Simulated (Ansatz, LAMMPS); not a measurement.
# Amorphous 38TiO2-62Al2O3 (mol %) (102 atoms): geometry optimisation, part 2 of 4

How does amorphous 38TiO2-62Al2O3 (mol %) (102 atoms) relax, and what do bonds, charges and levels look like afterwards?

Ansatz 0.2.0; Kohn-Sham DFT, PBE, PAW (set soft_2), plane waves.

The cell: 9 Ti, 30 Al and 63 O. The quench rate of 50 K/ps is many orders above laboratory rates. The starting topology of bonds comes from the classical model. Only the Γ point is sampled in the main run, in a cell whose shortest periodic width is 11 Å.

So far. Step 3 (Single point at the start): Neighbours are counted within 2.27 Å (O-Al), 2.64 Å (O-Ti).

### 4. Cell and atoms relaxed

The cell is relaxed with the atoms, since the starting lattice needn't suit this functional.

Input file input.yaml:

```yaml
crystal:
  lattice:
    - [10.5339, 0.0, 0.0]
    - [0.0, 10.5339, 0.0]
    - [0.0, 0.0, 10.5339]
  atoms:
    [... the 102 atom lines of step 3 ...]
kpoints:
  mp_grid: { grid: [1, 1, 1] }
hamiltonian:
  xc: pbe
scf:
  occupations: { method: fermi_dirac, width: 0.025 }
output:
  forces: true
relax:
  f_tol: 0.04
  max_steps: 250
  cell: {}
```

The run is started by

```sh
$ ansatz run input.yaml --threads 4 --pin off --max-ram 8192MiB --backend cpu --events-out ev --progress --plain --runs-dir out
```

Standard output:

```text
[...]
Crystal: 102 atoms, lattice volume = 1168.874 Å³
Basis set: ecut = 420 eV, 22887 PW (Γ), exchange–correlation on 144×144×144 points (8 copies of the dense FFT grid, shifted against one another)
Bands: 390, of which v1, the nominal top of the filled ones, is band 288 counted from 1 (287 counted from 0)
Symmetry: 1 space group operations
[...]
k-points: 1
[...]
SCF iter   1: F=—  HF=-74502.525039 eV  |F-HF|=—  |Δ(HF+E_count)|=         —  Δρ=3.76e-3  dr2=2.21e-1  ethr=1.77e-3  ⟨swp⟩=6.0  Hψ=1659  notcnv=0  defer=14
[...]
SCF iter  11: F=-74502.495081 eV  HF=-74502.495081 eV  |F-HF|=7.28e-11  |Δ(HF+E_count)|=   9.89e-8  Δρ=2.37e-6  dr2=6.69e-8  ethr=1.74e-11  ⟨swp⟩=4.0  Hψ=1164  notcnv=0
SCF 1 converged in 11 iterations: F = -74502.495081 eV  dr2 = 6.69e-8
[...]
relax step   1: F+E_penalty+E_count = -74502.49508077 eV  Δ(F+E_penalty+E_count) = +0.000e0 eV  max|allowed force component| = 1.885e0 eV/Å  Δτ_max = 0.0000 Å  P = +4.616 GPa  Ω = 1168.874 Å³  (11 SCF iters, dr2 threshold 1.00e-7 eV, accepted)
[... from here on, the SCF cycles and remarks between the steps are left out ...]
relax step   2: F+E_penalty+E_count = -74504.19037677 eV  Δ(F+E_penalty+E_count) = -1.695e0 eV  max|allowed force component| = 1.220e0 eV/Å  Δτ_max = 0.1025 Å  P = +2.130 GPa  Ω = 1176.303 Å³  energy of the carried Pulay correction = -2.918e-2 eV  (8 SCF iters, dr2 threshold 1.02e-5 eV, accepted)
relax step   3: F+E_penalty+E_count = -74505.08855783 eV  Δ(F+E_penalty+E_count) = -8.982e-1 eV  max|allowed force component| = 5.905e-1 eV/Å  Δτ_max = 0.1241 Å  P = -0.463 GPa  Ω = 1185.180 Å³  energy of the carried Pulay correction = -6.380e-2 eV  (9 SCF iters, dr2 threshold 1.02e-5 eV, accepted)
relax step   4: F+E_penalty+E_count = -74505.75546799 eV  Δ(F+E_penalty+E_count) = -6.669e-1 eV  max|allowed force component| = 4.301e-1 eV/Å  Δτ_max = 0.2000 Å  P = +0.126 GPa  Ω = 1172.719 Å³  energy of the carried Pulay correction = -1.512e-2 eV  (9 SCF iters, dr2 threshold 1.02e-5 eV, accepted)
relax step   5: F+E_penalty+E_count = -74505.99788007 eV  Δ(F+E_penalty+E_count) = -2.424e-1 eV  max|allowed force component| = 1.127e0 eV/Å  Δτ_max = 0.1947 Å  P = -0.315 GPa  Ω = 1170.510 Å³  energy of the carried Pulay correction = -6.441e-3 eV  (9 SCF iters, dr2 threshold 1.02e-5 eV, accepted)
relax step   6: F+E_penalty+E_count = -74506.59035644 eV  Δ(F+E_penalty+E_count) = -5.925e-1 eV  max|allowed force component| = 5.868e-1 eV/Å  Δτ_max = 0.2000 Å  P = +0.237 GPa  Ω = 1163.823 Å³  energy of the carried Pulay correction = +1.994e-2 eV  (9 SCF iters, dr2 threshold 1.02e-5 eV, accepted)
relax step   7: F+E_penalty+E_count = -74506.75664942 eV  Δ(F+E_penalty+E_count) = -1.663e-1 eV  max|allowed force component| = 3.738e-1 eV/Å  Δτ_max = 0.2000 Å  P = -0.050 GPa  Ω = 1165.944 Å³  energy of the carried Pulay correction = +1.156e-2 eV  (9 SCF iters, dr2 threshold 1.02e-5 eV, accepted)
relax step   8: F+E_penalty+E_count = -74506.81049738 eV  Δ(F+E_penalty+E_count) = -5.385e-2 eV  max|allowed force component| = 3.251e-1 eV/Å  Δτ_max = 0.0631 Å  P = +0.042 GPa  Ω = 1165.020 Å³  energy of the carried Pulay correction = +1.521e-2 eV  (8 SCF iters, dr2 threshold 8.73e-6 eV, accepted)
relax step   9: F+E_penalty+E_count = -74506.76462035 eV  Δ(F+E_penalty+E_count) = +4.588e-2 eV  max|allowed force component| = 8.517e-1 eV/Å  Δτ_max = 0.1355 Å  P = -0.048 GPa  Ω = 1165.485 Å³  energy of the carried Pulay correction = +1.337e-2 eV  (9 SCF iters, dr2 threshold 6.61e-6 eV, rejected (line search))
relax step  10: F+E_penalty+E_count = -74506.84122361 eV  Δ(F+E_penalty+E_count) = -3.073e-2 eV  max|allowed force component| = 1.484e-1 eV/Å  Δτ_max = 0.0677 Å  P = +0.006 GPa  Ω = 1165.268 Å³  energy of the carried Pulay correction = +1.423e-2 eV  (14 SCF iters, accepted)
relax step  11: F+E_penalty+E_count = -74506.84179204 eV  Δ(F+E_penalty+E_count) = -5.684e-4 eV  max|allowed force component| = 1.268e-1 eV/Å  Δτ_max = 0.0657 Å  P = +0.048 GPa  Ω = 1165.115 Å³  energy of the carried Pulay correction = +1.483e-2 eV  (8 SCF iters, dr2 threshold 1.38e-6 eV, rejected (line search))
relax step  12: F+E_penalty+E_count = -74506.84485359 eV  Δ(F+E_penalty+E_count) = -3.630e-3 eV  max|allowed force component| = 5.747e-2 eV/Å  Δτ_max = 0.0260 Å  P = -0.027 GPa  Ω = 1165.483 Å³  energy of the carried Pulay correction = +1.338e-2 eV  (12 SCF iters, accepted)
relax step  13: F+E_penalty+E_count = -74506.84309468 eV  Δ(F+E_penalty+E_count) = +1.759e-3 eV  max|allowed force component| = 9.163e-2 eV/Å  Δτ_max = 0.0500 Å  P = -0.013 GPa  Ω = 1165.745 Å³  energy of the carried Pulay correction = +1.234e-2 eV  (9 SCF iters, dr2 threshold 2.06e-7 eV, rejected (line search))
relax step  14: F+E_penalty+E_count = -74506.84648891 eV  Δ(F+E_penalty+E_count) = -1.635e-3 eV  max|allowed force component| = 3.093e-2 eV/Å  Δτ_max = 0.0214 Å  P = +0.022 GPa  Ω = 1165.331 Å³  energy of the carried Pulay correction = +1.398e-2 eV  (12 SCF iters, accepted)
relax step  15: F+E_penalty+E_count = -74506.88003798 eV  Δ(F+E_penalty+E_count) = -3.355e-2 eV  max|allowed force component| = 3.117e-2 eV/Å  Δτ_max = 0.0000 Å  P = +0.072 GPa  Ω = 1165.331 Å³  stress off target by 3.87e-1 GPa  SCF on the basis re-selected at this cell (its energy is not comparable with the rows above)  (8 SCF iters)
relax step  16: F+E_penalty+E_count = -74506.88373496 eV  Δ(F+E_penalty+E_count) = -3.697e-3 eV  max|allowed force component| = 2.964e-2 eV/Å  Δτ_max = 0.0250 Å  P = -0.026 GPa  Ω = 1165.613 Å³  energy of the carried Pulay correction = -1.502e-3 eV  (9 SCF iters, dr2 threshold 3.74e-7 eV, accepted)
relax step  17: F+E_penalty+E_count = -74506.88695886 eV  Δ(F+E_penalty+E_count) = -3.224e-3 eV  max|allowed force component| = 2.484e-2 eV/Å  Δτ_max = 0.0375 Å  P = +0.013 GPa  Ω = 1165.167 Å³  energy of the carried Pulay correction = +4.075e-4 eV  (10 SCF iters, dr2 threshold 2.50e-8 eV, accepted)
relax step  18: F+E_penalty+E_count = -74506.88604360 eV  Δ(F+E_penalty+E_count) = +9.153e-4 eV  max|allowed force component| = 2.487e-2 eV/Å  Δτ_max = 0.0000 Å  P = +0.013 GPa  Ω = 1165.167 Å³  stress off target by 7.70e-2 GPa  SCF on the basis re-selected at this cell (its energy is not comparable with the rows above)  (6 SCF iters)
relax step  19: F+E_penalty+E_count = -74506.88902294 eV  Δ(F+E_penalty+E_count) = -2.979e-3 eV  max|allowed force component| = 3.100e-2 eV/Å  Δτ_max = 0.0563 Å  P = -0.004 GPa  Ω = 1165.063 Å³  energy of the carried Pulay correction = +3.625e-4 eV  (11 SCF iters, dr2 threshold 1.48e-8 eV, accepted)
relax step  20: F+E_penalty+E_count = -74506.88462234 eV  Δ(F+E_penalty+E_count) = +4.401e-3 eV  max|allowed force component| = 1.070e-1 eV/Å  Δτ_max = 0.0823 Å  P = -0.004 GPa  Ω = 1164.934 Å³  energy of the carried Pulay correction = +8.576e-4 eV  (14 SCF iters, rejected (line search))
relax step  21: F+E_penalty+E_count = -74506.88887510 eV  Δ(F+E_penalty+E_count) = +1.478e-4 eV  max|allowed force component| = 7.501e-2 eV/Å  Δτ_max = 0.0147 Å  P = -0.016 GPa  Ω = 1165.280 Å³  energy of the carried Pulay correction = -5.131e-4 eV  (14 SCF iters, accepted)
relax step  22: F+E_penalty+E_count = -74506.88797024 eV  Δ(F+E_penalty+E_count) = +9.049e-4 eV  max|allowed force component| = 5.901e-2 eV/Å  Δτ_max = 0.0357 Å  P = -0.005 GPa  Ω = 1165.647 Å³  energy of the carried Pulay correction = -1.895e-3 eV  (9 SCF iters, dr2 threshold 3.52e-7 eV, accepted)
relax step  23: F+E_penalty+E_count = -74506.89030682 eV  Δ(F+E_penalty+E_count) = -2.337e-3 eV  max|allowed force component| = 3.987e-2 eV/Å  Δτ_max = 0.0158 Å  P = +0.019 GPa  Ω = 1165.341 Å³  energy of the carried Pulay correction = -6.890e-4 eV  (8 SCF iters, dr2 threshold 2.18e-7 eV, accepted)
relax step  24: F+E_penalty+E_count = -74506.89262734 eV  Δ(F+E_penalty+E_count) = -2.321e-3 eV  max|allowed force component| = 3.993e-2 eV/Å  Δτ_max = 0.0000 Å  P = +0.020 GPa  Ω = 1165.341 Å³  stress off target by 5.31e-2 GPa  SCF on the basis re-selected at this cell (its energy is not comparable with the rows above)  (6 SCF iters)
relax step  25: F+E_penalty+E_count = -74506.89106955 eV  Δ(F+E_penalty+E_count) = +1.558e-3 eV  max|allowed force component| = 9.787e-2 eV/Å  Δτ_max = 0.0170 Å  P = +0.006 GPa  Ω = 1165.587 Å³  energy of the carried Pulay correction = -1.015e-3 eV  (10 SCF iters, dr2 threshold 7.05e-9 eV, rejected (line search))
relax step  26: F+E_penalty+E_count = -74506.89187418 eV  Δ(F+E_penalty+E_count) = +7.532e-4 eV  max|allowed force component| = 3.670e-2 eV/Å  Δτ_max = 0.0049 Å  P = -0.017 GPa  Ω = 1165.582 Å³  energy of the carried Pulay correction = -9.890e-4 eV  (11 SCF iters, accepted)
relax step  27: F+E_penalty+E_count = -74506.89394526 eV  Δ(F+E_penalty+E_count) = -2.071e-3 eV  max|allowed force component| = 3.669e-2 eV/Å  Δτ_max = 0.0000 Å  P = -0.016 GPa  Ω = 1165.582 Å³  stress off target by 2.73e-2 GPa  SCF on the basis re-selected at this cell (its energy is not comparable with the rows above)  (6 SCF iters)
[...]
SCF converged after 6 iterations
Free energy (F): -74506.893945 eV
[...]
Internal energy: -74506.893945 eV  (E = F + TS)
E sigma→0 (E₀):  -74506.893945 eV
Fermi energy:    6.887185 eV
[...]
--- Forces (eV/Å), atoms counted from 1 ---
  atom   1  Ti     0.00293935    -0.00410063    -0.01997756
  atom   2  Ti    -0.01253885    -0.00483716     0.00496906
  atom   3  Ti    -0.00936777    -0.00062540    -0.00222619
  atom   4  Ti    -0.01438341    -0.01012233     0.03669194
  atom   5  Ti     0.00835274     0.00012375    -0.01302381
  atom   6  Ti     0.00343759     0.00319253     0.00801123
  atom   7  Ti     0.00001809     0.00356109    -0.00605321
  atom   8  Ti     0.00871393    -0.00092369    -0.00526892
  atom   9  Ti     0.00932537    -0.00096656     0.00466355
  atom  10  Al     0.01147452    -0.01271726     0.00011831
  atom  11  Al     0.00552078     0.00053643    -0.00198808
  atom  12  Al    -0.00290780     0.00164794    -0.00026452
  atom  13  Al    -0.00140373     0.00555169     0.00333788
  atom  14  Al    -0.00058814    -0.00322654     0.00351548
[...]
atom 101  O      0.00273548     0.00176596    -0.00294209
  atom 102  O     -0.00340216     0.00030684     0.00371809
  max |Σ_I F_I| component: 1.05e-4 eV/Å
--- Stress (GPa, compression-positive) ---
       -0.025995       0.000603      -0.003504
        0.000598      -0.018354       0.008966
       -0.003511       0.008957      -0.005019
  P = ⅓ Tr σ = -0.0165 GPa (-0.165 kbar)
--- Relaxed structure (23 steps of the walk, 18 accepted, 4 SCFs on fresh bases) ---
  F+E_penalty+E_count = -74506.89394526 eV   max|allowed force component| = 3.669e-2 eV/Å   (the final SCF, on the basis selected at the relaxed cell)
  cell:  # Å, volume = 1165.5818 Å³
    - [10.490261, -0.185249, 0.034208]
    - [-0.185249, 10.814617, -0.117443]
    - [0.034208, -0.117443, 10.278619]
  atoms:
    - { symbol: Ti, position: [0.525369, 0.250811, 0.305665] }
    - { symbol: Ti, position: [0.615081, 0.542979, 0.806290] }
    - { symbol: Ti, position: [0.635259, 0.079175, 0.799413] }
    - { symbol: Ti, position: [0.503374, 0.353520, 0.603801] }
[...]
- { symbol: O, position: [0.593903, 0.629554, 0.347843] }
```

Elapsed: 7.1 min, on 4 threads of Arm Neoverse V1, shared host; peak memory 1.6 GiB.

Step by step (22 of 27):

| step | energy less that of the first step (eV) | largest force component (eV/Å) | pressure (GPa) | volume (Å³) |
| --- | --- | --- | --- | --- |
| 1 | 0.0000 | 1.8853 | 4.62 | 1168.87 |
| 2 | -1.6953 | 1.2202 | 2.13 | 1176.30 |
| 3 | -2.5935 | 0.5905 | -0.46 | 1185.18 |
| 5 | -3.5028 | 1.1274 | -0.31 | 1170.51 |
| 6 | -4.0953 | 0.5868 | 0.24 | 1163.82 |
| 7 | -4.2616 | 0.3738 | -0.05 | 1165.94 |
| 8 | -4.3154 | 0.3251 | 0.04 | 1165.02 |
| 10 | -4.3461 | 0.1484 | 0.01 | 1165.27 |
| 11 | -4.3467 | 0.1268 | 0.05 | 1165.12 |
| 12 | -4.3498 | 0.0575 | -0.03 | 1165.48 |
| 13 | -4.3480 | 0.0916 | -0.01 | 1165.74 |
| 15* | -4.3850 | 0.0312 | 0.07 | 1165.33 |
| 16 | -4.3887 | 0.0296 | -0.03 | 1165.61 |
| 17 | -4.3919 | 0.0248 | 0.01 | 1165.17 |
| 18* | -4.3910 | 0.0249 | 0.01 | 1165.17 |
| 20 | -4.3895 | 0.1070 | 0.00 | 1164.93 |
| 21 | -4.3938 | 0.0750 | -0.02 | 1165.28 |
| 22 | -4.3929 | 0.0590 | -0.01 | 1165.65 |
| 23 | -4.3952 | 0.0399 | 0.02 | 1165.34 |
| 25 | -4.3960 | 0.0979 | 0.01 | 1165.59 |
| 26 | -4.3968 | 0.0367 | -0.02 | 1165.58 |
| 27* | -4.3989 | 0.0367 | -0.02 | 1165.58 |

Relaxation steps marked * repeat the geometry before them on a plane-wave basis chosen anew for their cell, so energy and pressure can jump there. Other such steps can lie between the rows shown. Relaxation steps 9, 11, 13, 20, 25 were tried and not accepted.

| cell as run | before | after | change |
| --- | --- | --- | --- |
| a (Å) | 10.534 | 10.492 | -0.4 % |
| b (Å) | 10.534 | 10.817 | +2.7 % |
| c (Å) | 10.534 | 10.279 | -2.4 % |
| α (°) | 90.00 | 91.28 | +1.4 % |
| β (°) | 90.00 | 89.61 | -0.4 % |
| γ (°) | 90.00 | 91.99 | +2.2 % |
| volume (Å³/atom) | 11.46 | 11.43 | -0.3 % |

The atoms that moved most (Å, as changes of fractional coordinates times the final cell):

| atom | dx | dy | dz | length |
| --- | --- | --- | --- | --- |
| O76 | 0.277 | 0.279 | 0.402 | 0.562 |
| O98 | -0.146 | 0.285 | 0.457 | 0.558 |
| Ti3 | 0.106 | -0.039 | -0.469 | 0.482 |
| O57 | -0.120 | -0.160 | 0.435 | 0.479 |
| O93 | -0.245 | -0.316 | 0.107 | 0.414 |
| O74 | -0.318 | -0.153 | -0.186 | 0.399 |
| O40 | -0.024 | 0.069 | 0.386 | 0.393 |
| O41 | -0.252 | -0.279 | 0.021 | 0.376 |

The relaxation changed the energy by -43.1 meV/atom, and atoms moved by 0.23 Å r.m.s., 0.56 Å at most.

### 5. Distances and neighbours after relaxation

Bonds before and after, by the cutoffs listed below:

| pair | bonds before | bonds after | mean before (Å) | mean after (Å) | spread before (Å) | spread after (Å) |
| --- | --- | --- | --- | --- | --- | --- |
| O-Al | 133 | 136 | 1.833 | 1.845 | 0.134 | 0.090 |
| O-Ti | 42 | 46 | 1.902 | 1.960 | 0.179 | 0.187 |

Density 3.20 g/cm³, 11.43 Å³ an atom.

Pair distribution functions g(r), in bins of 0.2 Å:

| r (Å) | total | O-O | O-Al | O-Ti | Al-Al | Al-Ti | Ti-Ti |
| --- | --- | --- | --- | --- | --- | --- | --- |
| 1.60 | 0.03 | 0.00 | 0.09 | 0.00 | 0.00 | 0.00 | 0.00 |
| 1.80 | 3.46 | 0.00 | 8.17 | 4.46 | 0.00 | 0.00 | 0.00 |
| 2.00 | 1.01 | 0.00 | 1.46 | 4.46 | 0.00 | 0.00 | 0.00 |
| 2.20 | 0.13 | 0.00 | 0.16 | 0.70 | 0.00 | 0.00 | 0.00 |
| 2.40 | 0.21 | 0.50 | 0.00 | 0.15 | 0.00 | 0.00 | 0.00 |
| 2.60 | 0.73 | 1.61 | 0.14 | 0.35 | 0.29 | 0.00 | 0.00 |
| 2.80 | 1.51 | 3.25 | 0.13 | 0.10 | 1.83 | 1.05 | 0.00 |
| 3.00 | 1.16 | 2.14 | 0.28 | 0.10 | 1.82 | 1.14 | 2.42 |
| 3.20 | 1.05 | 1.10 | 0.67 | 0.33 | 2.91 | 1.68 | 1.10 |
| 3.40 | 1.18 | 0.85 | 1.12 | 0.92 | 1.98 | 3.45 | 0.00 |
| 3.60 | 0.92 | 0.51 | 1.27 | 1.00 | 0.65 | 1.33 | 3.59 |
| 3.80 | 0.98 | 0.71 | 1.48 | 1.25 | 0.14 | 0.48 | 0.00 |
| 4.00 | 0.86 | 0.56 | 1.07 | 1.34 | 0.77 | 0.64 | 1.49 |
| 4.20 | 1.08 | 0.50 | 1.59 | 1.76 | 0.71 | 1.07 | 0.00 |
| 4.40 | 1.08 | 0.66 | 1.55 | 1.65 | 0.75 | 0.44 | 0.57 |
| 4.60 | 1.04 | 0.87 | 1.23 | 0.93 | 1.03 | 1.39 | 0.00 |
| 4.80 | 0.99 | 1.18 | 0.74 | 1.21 | 1.02 | 0.74 | 1.94 |
| 5.00 | 1.11 | 1.43 | 0.92 | 0.59 | 1.31 | 0.83 | 1.83 |

Bonds by pair of elements; cutoffs follow the first minimum of g(r), held within bounds set by covalent radii, and pairs that aren't listed don't count as bonded:

| pair A-B | cutoff (Å) | bonds | mean length (Å) | spread (Å) | shortest (Å) | B about A | A about B |
| --- | --- | --- | --- | --- | --- | --- | --- |
| O-Al | 2.43 | 136 | 1.84 | 0.09 | 1.68 | 2.16 | 4.53 |
| O-Ti | 2.64 | 46 | 1.96 | 0.187 | 1.73 | 0.73 | 5.11 |

How many atoms have how many bonded neighbours:

| element | mean | 2 | 3 | 4 | 5 | 6 |
| --- | --- | --- | --- | --- | --- | --- |
| Al | 4.53 | 0 | 0 | 16 | 12 | 2 |
| O | 2.89 | 10 | 50 | 3 | 0 | 0 |
| Ti | 5.11 | 0 | 0 | 1 | 6 | 2 |

Bond angles (no mean is given where the spread exceeds 20°):

| angle | count | mean (°) | spread (°) |
| --- | --- | --- | --- |
| O-Al-O | 246 | - | - |
| Al-O-Al | 102 | 116 | 17.1 |
| O-Ti-O | 96 | - | - |
| Al-O-Ti | 65 | 121 | 18.6 |
| Ti-O-Ti | 11 | - | - |

Oxygen atoms by the number of network formers (Si, P, Ge, B, Al, As, Ga) bound to them:

| network formers bound to O | O atoms | per cent |
| --- | --- | --- |
| 0 | 1 | 1.6 |
| 1 | 14 | 22.2 |
| 2 | 24 | 38.1 |
| 3 | 22 | 34.9 |
| 4 | 2 | 3.2 |

Network units: each former by its oxygen neighbours and how many of them bridge to another former:

| former | O neighbours | bridging O | atoms |
| --- | --- | --- | --- |
| Al | 4 | 2 | 2 |
| Al | 4 | 3 | 5 |
| Al | 4 | 4 | 9 |
| Al | 5 | 3 | 1 |
| Al | 5 | 4 | 3 |
| Al | 5 | 5 | 8 |
| Al | 6 | 6 | 2 |

Bond length by coordination (bonds to H left out):

| element | coordination | atoms | mean bond length (Å) |
| --- | --- | --- | --- |
| Al | 4 | 16 | 1.79 |
| Al | 5 | 12 | 1.88 |
| Al | 6 | 2 | 1.96 |
| O | 2 | 10 | 1.76 |
| O | 3 | 50 | 1.88 |
| O | 4 | 3 | 2 |
| Ti | 4 | 1 | 1.86 |
| Ti | 5 | 6 | 1.95 |
| Ti | 6 | 2 | 2.02 |

Rings of the network by King's shortest-path rule, up to 12 atoms, one path for each pair of neighbours; H, halogens, alkali and alkaline-earth atoms are left out:

| ring size (atoms) | rings | per network atom |
| --- | --- | --- |
| 4 | 25 | 0.245 |
| 6 | 49 | 0.48 |
| 8 | 99 | 0.971 |
| 10 | 31 | 0.304 |
| 12 | 3 | 0.029 |

Among the first-shell peaks of g(r) are those at about 2.8 Å (O-O), 1.8 Å (O-Al), 1.9 Å (O-Ti) and 3.4 Å (Al-Ti). Counting bonds as in the table, 53 % of Al atoms have 4, 79 % of O atoms have 3 and 67 % of Ti atoms have 5 bonded neighbours. 38 % of the oxygens bridge two formers and 22 % are non-bridging; 35 % join three; 3 % join four; 2 % join none. The commonest Al unit has 4 oxygens, 4 of them shared with other formers (9 of 30 atoms). Rings of 8 atoms are the most common (48 % of those counted); sizes run from 4 to 12, where the search stops.

[end of part 2 of 4]

[Long decimals in the printed logs are rounded to 6 places.]

[Logs are printed without paths, hosts, clocks, repeated set-up lines and the standing remarks that a program may print on its own settings, such as how far it seeks lower states.]

[Hosts, paths, dates, database ids (printed as entryN), source tags and the programs' standing remarks are cut or masked in the printed files.]

[A walk said to have stopped at its limit may instead have ended on an SCF cycle that didn't converge.]
